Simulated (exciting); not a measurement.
**Si L₂,₃-edge absorption of SiO2 (Stishovite), all-electron BSE**

Wanted: the near-edge spectrum and the bound core excitons at the Si L₂,₃ edge of SiO2 (Stishovite).

Calculated with exciting sodium; X-ray absorption, core-level Bethe-Salpeter equation, exchange and statically screened direct term, Tamm-Dancoff, all-electron LAPW+lo PBE.

Report form: the programs' logs are mostly left out.

## Step 1: Starting point

The structure is tetragonal, space group P4_2/mnm (No. 136). The conventional cell has a = 4.177 Å, b = 4.177 Å, c = 2.665 Å, α = 90.00°, β = 90.00°, γ = 90.00°. Nearest to Si lie 6 O at 1.76 to 1.81 Å. Nearest to O lie 3 Si at 1.76 to 1.81 Å. Farther neighbours and most contacts between anions are not listed.

Structure file:

```cif
data_structure
_symmetry_space_group_name_H-M 'P 1'
_symmetry_Int_Tables_number 1
_cell_length_a 4.1773
_cell_length_b 4.1773
_cell_length_c 2.6652
_cell_angle_alpha 90.000
_cell_angle_beta 90.000
_cell_angle_gamma 90.000
_cell_volume 46.51
loop_
_atom_site_label
_atom_site_type_symbol
_atom_site_fract_x
_atom_site_fract_y
_atom_site_fract_z
_atom_site_occupancy
Si1 Si 0.50000 0.50000 0.50000 1
Si2 Si 0.00000 0.00000 0.00000 1
O3 O 0.80590 0.19410 0.50000 1
O4 O 0.69410 0.69410 0.00000 1
O5 O 0.19410 0.80590 0.50000 1
O6 O 0.30590 0.30590 0.00000 1
```

Differences between curves are given as r.m.s. difference over r.m.s. height.

## Step 2: The self-consistent potential

The species files are the program's own, with muffin-tin radii set in the input.

The input, input.xml:

```
<input>
  <title>SiO2</title>
  <structure speciespath="." autormt="false" epslat="1.0e-5">
    <crystal>
      <basevect>7.8939529390 0.0000000000 0.0000000000</basevect>
      <basevect>0.0000000000 7.8939529390 0.0000000000</basevect>
      <basevect>0.0000000000 0.0000000000 5.0364980664</basevect>
    </crystal>
    <species speciesfile="Si.xml" rmt="1.868">
      <atom coord="0.5000000000 0.5000000000 0.5000000000"/>
      <atom coord="0.0000000000 0.0000000000 0.0000000000"/>
    </species>
    <species speciesfile="O.xml" rmt="1.354">
      <atom coord="0.8059000000 0.1941000000 0.5000000000"/>
      <atom coord="0.6941000000 0.6941000000 0.0000000000"/>
      <atom coord="0.1941000000 0.8059000000 0.5000000000"/>
      <atom coord="0.3059000000 0.3059000000 0.0000000000"/>
    </species>
  </structure>
  <groundstate do="fromscratch" xctype="GGA_PBE" ngridk="4 4 6" rgkmax="7" gmaxvr="14" nempty="8" swidth="0.001" maxscl="100" epsengy="1e-5"/>
</input>
```

On the command line:

```sh
> OMP_NUM_THREADS=1 mpirun -n 2 exciting
```

The job ended after 3 min (2 MPI ranks of Arm Neoverse V1, shared host).

The warnings file holds hints only, no warning.

The mesh shows a gap of 5.65 eV. Core levels (Dirac, from the valence top):

```csv
atom,level,energy (eV)
Si,1s1/2,-1780.9
Si,2s1/2,-134.2
Si,2p1/2,-90.8
Si,2p3/2,-90.1
O,1s1/2,-505.1
```

## Step 3: A richer basis for the empty states

Each species file gets more local orbitals, built from u and its energy derivative at 0.15 Ha and u at 0.9 Ha.

input.xml is that of step 2.

The input, SPECIES.xml, added lines:

```
<lo l="L">  <!-- L = 0, 1, 2 -->
  <wf matchingOrder="0" trialEnergy="0.1500" searchE="false"/>
  <wf matchingOrder="1" trialEnergy="0.1500" searchE="false"/>
  <wf matchingOrder="0" trialEnergy="0.9000" searchE="false"/>
</lo>
```

On the command line:

```sh
> OMP_NUM_THREADS=1 mpirun -n 2 exciting
```

The job ended after 3.1 min (2 MPI ranks).

Against the first ground state the total energy moves by -7 meV an atom and the gap by 0.00 eV.

## Step 4: Screening, kernels and BSE for Si atom 1

The absorber has 4 O at 1.76 Å and 2 O at 1.81 Å (octahedral, site symmetry mmm).

Changes to input.xml since step 3:

```diff
@@ -19,3 +19,19 @@
   </structure>
-  <groundstate do="fromscratch" xctype="GGA_PBE" ngridk="4 4 6" rgkmax="7" gmaxvr="14" nempty="8" swidth="0.001" maxscl="100" epsengy="1e-5"/>
+  <groundstate do="skip" xctype="GGA_PBE" ngridk="4 4 6" rgkmax="7" gmaxvr="14" nempty="8" swidth="0.001" maxscl="100" epsengy="1e-5"/>
+  <xs xstype="BSE" ngridk="3 3 5" ngridq="3 3 5" vkloff="0.097 0.273 0.493" rgkmax="7" nempty="22" gqmax="3" lmaxapwwf="5" lmaxemat="3" broad="0.01654" tevout="true">
+    <energywindow intv="3.077 4.717" points="446"/>
+    <screening screentype="full" nempty="40"/>
+    <BSE xas="true" xasspecies="1" xasatom="1" xasedge="L23" bsetype="singlet" nstlxas="1 18"/>
+    <qpointset>
+      <qpoint>0 0 0</qpoint>
+    </qpointset>
+    <plan>
+      <doonly task="xsgeneigvec"/>
+      <doonly task="writepmatxs"/>
+      <doonly task="scrgeneigvec"/>
+      <doonly task="scrwritepmat"/>
+      <doonly task="screen"/>
+      <doonly task="scrcoulint"/>
+    </plan>
+  </xs>
 </input>
```

The input, input.xml for the exchange start (cutoff and plan only):

```
  gqmax="2.5"
  <plan>
    <doonly task="exccoulint"/>
  </plan>
```

The input, input.xml for the last start (plan only):

```
  <plan>
    <doonly task="bse"/>
  </plan>
```

On the command line:

```sh
> OMP_NUM_THREADS=1 mpirun -n 2 exciting
> OMP_NUM_THREADS=1 mpirun -n 2 exciting
> OMP_NUM_THREADS=2 exciting
```

It took 19 min on 2 MPI ranks.

Wall time by task: xsgeneigvec 29 s, writepmatxs 8.4 s, scrgeneigvec 28 s, scrwritepmat 5.6 s, screen 2.7 min, scrcoulint 4.5 min, exccoulint 8.8 min, bse 1.7 min.

The Si L₂,₃ spectrum of Si atom 1 (energy from the Kohn–Sham onset, core level to the lowest empty state found on the meshes used, 95.72 eV; the ground-state mesh sets it, and the shifted mesh has its lowest transition 0.61 eV above it; Im ε scaled to the maximum of the singlet run; cut below the end of the band set):

```
E (eV)  isotropic  ε ⊥ c  ε ∥ c
  -7.0       0.02   0.02   0.02
  -6.5       0.02   0.03   0.02
  -6.0       0.03   0.03   0.03
  -5.5       0.04   0.04   0.03
  -5.0       0.06   0.06   0.05
  -4.5       0.09   0.10   0.07
  -4.0       0.17   0.19   0.13
  -3.5       0.40   0.45   0.30
  -3.0       0.96   1.07   0.73
  -2.5       0.81   0.89   0.65
  -2.0       0.48   0.52   0.39
  -1.5       0.20   0.22   0.17
  -1.0       0.13   0.13   0.12
  -0.5       0.11   0.11   0.12
   0.0       0.15   0.13   0.18
   0.5       0.23   0.18   0.33
   1.0       0.24   0.18   0.34
   1.5       0.22   0.18   0.29
   2.0       0.20   0.18   0.26
   2.5       0.22   0.20   0.26
   3.0       0.27   0.26   0.29
   3.5       0.40   0.40   0.41
   4.0       0.61   0.61   0.61
   4.5       0.81   0.84   0.75
   5.0       0.74   0.79   0.65
   5.5       0.61   0.65   0.54
   6.0       0.52   0.53   0.50
   6.5       0.49   0.51   0.45
   7.0       0.42   0.44   0.37
   7.5       0.35   0.37   0.32
   8.0       0.32   0.33   0.30
   8.5       0.32   0.32   0.31
   9.0       0.31   0.32   0.30
   9.5       0.29   0.29   0.29
  10.0       0.28   0.28   0.29
  10.5       0.32   0.31   0.32
  11.0       0.34   0.33   0.36
  11.5       0.34   0.32   0.37
  12.0       0.32   0.30   0.36
  12.5       0.27   0.25   0.31
  13.0       0.24   0.23   0.26
  13.5       0.23   0.22   0.25
  14.0       0.23   0.23   0.24
```

Maxima (height): -2.9 eV (1.00), 1.1 eV (0.24), 4.6 eV (0.81) and 11.0 eV (0.34).

The Hamiltonian has 4860 rows. The lowest groups of eigenvalues and the brightest ones, on the scale above (the program counts from the shifted mesh's onset, 0.61 eV higher). Core spinors bring spin-forbidden partners, so dark means forbidden by spin or by symmetry, and the shifted mesh splits states that symmetry would keep together:

```csv
energy (eV),states within 10 meV,relative strength
-2.971,2,0.55
-2.941,1,0.50
-2.928,1,0.86
-2.310,2,1.00
-0.213,4,0.034
-0.156,4,0.0011
0.496,2,0.13
4.371,5,0.15
4.498,6,0.12
```

## Step 5: Independent particles

Changes to input.xml since step 4:

```diff
@@ -23,3 +23,3 @@
     <screening screentype="full" nempty="40"/>
-    <BSE xas="true" xasspecies="1" xasatom="1" xasedge="L23" bsetype="singlet" nstlxas="1 18"/>
+    <BSE xas="true" xasspecies="1" xasatom="1" xasedge="L23" bsetype="IP" nstlxas="1 18"/>
     <qpointset>
@@ -28,8 +28,3 @@
     <plan>
-      <doonly task="xsgeneigvec"/>
-      <doonly task="writepmatxs"/>
-      <doonly task="scrgeneigvec"/>
-      <doonly task="scrwritepmat"/>
-      <doonly task="screen"/>
-      <doonly task="scrcoulint"/>
+      <doonly task="bse"/>
     </plan>
```

On the command line:

```sh
> OMP_NUM_THREADS=2 exciting
```

The job ended after 1.5 s (2 threads).

Maxima (height): 2.5 eV (0.61), 8.4 eV (0.52), 9.9 eV (0.49) and 13.2 eV (0.48). The spectrum differs from the singlet run by 74 % r.m.s. Moving the earlier curve by +5.3 eV leaves 39 %. The highest maximum lies at 2.5 eV (0.61), against -2.9 eV (1.00).

## Step 6: Exchange alone

Changes to input.xml since step 5:

```diff
@@ -23,3 +23,3 @@
     <screening screentype="full" nempty="40"/>
-    <BSE xas="true" xasspecies="1" xasatom="1" xasedge="L23" bsetype="IP" nstlxas="1 18"/>
+    <BSE xas="true" xasspecies="1" xasatom="1" xasedge="L23" bsetype="RPA" nstlxas="1 18"/>
     <qpointset>
```

On the command line:

```sh
> OMP_NUM_THREADS=2 exciting
```

Elapsed: 1.7 min, on 2 threads.

Maxima (height): 2.6 eV (0.58), 8.5 eV (0.50), 10.0 eV (0.49) and 13.6 eV (0.49). Against the independent-particle run the r.m.s. difference is 4 %. The highest maximum lies at 2.6 eV (0.58), against 2.5 eV (0.61).

## Step 7: A changed run

In this try the input is made faulty on purpose, to show what that does.

Changes to input.xml since step 6:

```diff
@@ -22,4 +22,4 @@
     <energywindow intv="3.077 4.717" points="446"/>
-    <screening screentype="full" nempty="40"/>
-    <BSE xas="true" xasspecies="1" xasatom="1" xasedge="L23" bsetype="RPA" nstlxas="1 18"/>
+    <screening screentype="full" nempty="8"/>
+    <BSE xas="true" xasspecies="1" xasatom="1" xasedge="L23" bsetype="singlet" nstlxas="1 18"/>
     <qpointset>
@@ -28,3 +28,6 @@
     <plan>
-      <doonly task="bse"/>
+      <doonly task="scrgeneigvec"/>
+      <doonly task="scrwritepmat"/>
+      <doonly task="screen"/>
+      <doonly task="scrcoulint"/>
     </plan>
```

The input, input.xml for the last start (plan only):

```
  <plan>
    <doonly task="bse"/>
  </plan>
```

On the command line:

```sh
> OMP_NUM_THREADS=1 mpirun -n 2 exciting
> OMP_NUM_THREADS=2 exciting
```

It took 8 min on 2 MPI ranks.

The input has a fault: far too few empty states in the screening. The spectrum differs from the singlet run by 55 % r.m.s. Moving the earlier curve by -0.9 eV leaves 13 %. The highest maximum lies at -3.9 eV (1.03), against -2.9 eV (1.00). The first bright state moves from -2.97 to -3.94 eV. Too few states underscreen, so the attraction is too strong.

```
E (eV)  first run  this run
  -7.0       0.02      0.03
  -6.0       0.03      0.06
  -5.0       0.06      0.16
  -4.0       0.17      0.96
  -3.0       0.96      0.52
  -2.0       0.48      0.12
  -1.0       0.13      0.09
   0.0       0.15      0.23
   1.0       0.24      0.28
   2.0       0.20      0.26
   3.0       0.27      0.46
   4.0       0.61      0.88
   5.0       0.74      0.59
   6.0       0.52      0.43
   7.0       0.42      0.33
   8.0       0.32      0.28
   9.0       0.31      0.27
  10.0       0.28      0.27
  11.0       0.34      0.31
  12.0       0.32      0.26
  13.0       0.24      0.20
  14.0       0.23      0.21
```

## Step 8: Shipped basis

Changed against the first singlet run: added local orbitals (Ha) from 0.9 to none.

Changes to input.xml since step 7:

```diff
@@ -21,4 +21,4 @@
   <xs xstype="BSE" ngridk="3 3 5" ngridq="3 3 5" vkloff="0.097 0.273 0.493" rgkmax="7" nempty="22" gqmax="3" lmaxapwwf="5" lmaxemat="3" broad="0.01654" tevout="true">
-    <energywindow intv="3.077 4.717" points="446"/>
-    <screening screentype="full" nempty="8"/>
+    <energywindow intv="3.078 4.719" points="446"/>
+    <screening screentype="full" nempty="40"/>
     <BSE xas="true" xasspecies="1" xasatom="1" xasedge="L23" bsetype="singlet" nstlxas="1 18"/>
@@ -28,2 +28,4 @@
     <plan>
+      <doonly task="xsgeneigvec"/>
+      <doonly task="writepmatxs"/>
       <doonly task="scrgeneigvec"/>
```

The input, input.xml for the exchange start (cutoff and plan only):

```
  gqmax="2.5"
  <plan>
    <doonly task="exccoulint"/>
  </plan>
```

The input, input.xml for the last start (plan only):

```
  <plan>
    <doonly task="bse"/>
  </plan>
```

On the command line:

```sh
> OMP_NUM_THREADS=1 mpirun -n 2 exciting
> OMP_NUM_THREADS=1 mpirun -n 2 exciting
> OMP_NUM_THREADS=2 exciting
```

The job ended after 18 min (2 MPI ranks).

Wall time by task: xsgeneigvec 25 s, writepmatxs 8 s, scrgeneigvec 25 s, scrwritepmat 5.3 s, screen 2.5 min, scrcoulint 4.2 min, exccoulint 8.7 min, bse 1.7 min.

The spectrum differs from the singlet run by 7 % r.m.s. The first bright state moves from -2.97 to -2.93 eV. The linearised basis grows poor far above its energy parameter.

```
E (eV)  first run  this run
  -6.0       0.03      0.03
  -5.0       0.06      0.05
  -4.0       0.17      0.16
  -3.0       0.96      0.91
  -2.0       0.48      0.50
  -1.0       0.13      0.13
   0.0       0.15      0.14
   1.0       0.24      0.22
   2.0       0.20      0.19
   3.0       0.27      0.25
   4.0       0.61      0.54
   5.0       0.74      0.71
   6.0       0.52      0.49
   7.0       0.42      0.40
   8.0       0.32      0.30
   9.0       0.31      0.29
  10.0       0.28      0.26
  11.0       0.34      0.31
  12.0       0.32      0.29
  13.0       0.24      0.22
  14.0       0.23      0.21
```

## Step 9: From independent particles to the full kernel

| level | curve passes 0.15 (eV) | highest maximum (eV) | its height |
| --- | --- | --- | --- |
| IP | 1.1 | 2.5 | 0.61 |
| RPA | 1.1 | 2.6 | 0.58 |
| singlet | -4.0 | -2.9 | 1.00 |

| E (eV) | IP | RPA | singlet |
| --- | --- | --- | --- |
| -6.0 | 0.01 | 0.01 | 0.03 |
| -5.0 | 0.01 | 0.01 | 0.06 |
| -4.0 | 0.01 | 0.01 | 0.17 |
| -3.0 | 0.01 | 0.01 | 0.96 |
| -2.0 | 0.02 | 0.02 | 0.48 |
| -1.0 | 0.03 | 0.03 | 0.13 |
| 0.0 | 0.05 | 0.05 | 0.15 |
| 1.0 | 0.14 | 0.13 | 0.24 |
| 2.0 | 0.45 | 0.42 | 0.20 |
| 3.0 | 0.55 | 0.54 | 0.27 |
| 4.0 | 0.30 | 0.30 | 0.61 |
| 5.0 | 0.24 | 0.23 | 0.74 |
| 6.0 | 0.32 | 0.30 | 0.52 |
| 7.0 | 0.42 | 0.40 | 0.42 |
| 8.0 | 0.50 | 0.48 | 0.32 |
| 9.0 | 0.49 | 0.48 | 0.31 |
| 10.0 | 0.49 | 0.49 | 0.28 |
| 11.0 | 0.38 | 0.39 | 0.34 |
| 12.0 | 0.42 | 0.41 | 0.32 |
| 13.0 | 0.48 | 0.48 | 0.24 |
| 14.0 | 0.45 | 0.46 | 0.23 |

## Step 10: Summary of results

```
absorber and edge   : Si L₂,₃, atom 1
surroundings        : 4 O at 1.76 Å and 2 O at 1.81 Å (octahedral, site symmetry mmm)
first bright state  : -2.97 eV from the Kohn–Sham onset, on this mesh
highest maximum     : -2.9 eV
cost of the BSE run : 19 min on 2 MPI ranks of Arm Neoverse V1, shared host; the last task ran on as many threads
```

Is a core exciton bound? Yes on this mesh: the first bright state (over 5 % of the brightest) lies at -2.97 eV from the Kohn–Sham onset and at -3.58 eV from the lowest bare transition of its own mesh. Changing the added local orbitals (Ha) from 0.9 to none alters the spectrum by 7 % r.m.s. Exchange alone changes the independent-particle spectrum by 4 % r.m.s. Binding energies aren't converged on 45 k points, and fine structure above the first lines is partly noise of the mesh. The kernel cutoff is low for a compact core orbital, so the effect of exchange is a lower bound. The zero comes from the unshifted 4×4×6 ground-state mesh; it is exact only where the band minimum lies on that mesh. The conduction states carry no spin here, so the exchange coupling to the spinor core hole is only partly held. The Kohn–Sham onset, 96 eV, is no photon energy (tabulated edge of the element: 99.2 eV): the scale needs a rigid shift. No quasiparticle correction widens the gap or stretches the bands. Vibrations and energy-dependent lifetimes are left out. The structure is a published determination, not relaxed.

[Logs are printed without paths, hosts, clocks, repeated set-up lines and the standing remarks that a program may print on its own settings, such as how far it seeks lower states.]

[Hosts, paths, dates, database ids (printed as entryN), source tags and the programs' standing remarks are cut or masked in the printed files.]
